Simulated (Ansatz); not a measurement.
The compound is TiNF (Pmmn).

```xyz
6
Lattice="0.0000 -2.1652 -2.1652 -3.9644 0.0000 0.0000 0.0000 5.5655 -5.5655" Properties=species:S:1:pos:R:3 pbc="T T T"
Ti    0.0000    3.9036   -6.0688
Ti   -1.9822    0.5793   -0.5793
N    -1.9822    4.1452   -6.3104
N     0.0000    0.3377   -0.3377
F     0.0000    4.0329   -4.0329
F    -1.9822    0.4500   -2.6152
```

The cell and positions are those that the Materials Project relaxed with its own functionals (PBE, PBE+U or r2SCAN), kept fixed. The program's search for lower electronic states was switched off, so nothing shows that the state found is the lowest. PAW set soft_2, made with PBE.

A constrained-RPA run (Ansatz 0.2.0; non-magnetic LDA; Ti t2g + anion p, bands v12 to c6, 6×4×2 mesh, medium accuracy) builds 18 functions on bands 9.1 eV wide, with 24.0 electrons in the window. The bare on-site interaction is 17.3 eV and the bare J 0.65 eV.

Question: Estimate U, U′ and J.

On the Ti t2g shell, U = 6.98 eV (40 % of the bare value), U′ = 5.93 eV, J = 0.52 eV.

The parent state is non-magnetic and the interaction static (zero frequency); U depends on the window and the orbitals, so it belongs to this model alone. A window that holds the anion p bands defines a model with explicit ligands; its U belongs to that model and is not the U of DFT+U.

[Paths, hosts, dates, memory and timing lines, banners, echoed tables and standing remarks are left out of the program output.]

[Logs are printed without paths, hosts, clocks, repeated set-up lines and the standing remarks that a program may print on its own settings, such as how far it seeks lower states.]

[Runs of the session that timed out or met a known fault of the program may be left out.]

[Hosts, paths, dates, database ids (printed as entryN), source tags and the programs' standing remarks are cut or masked in the printed files.]
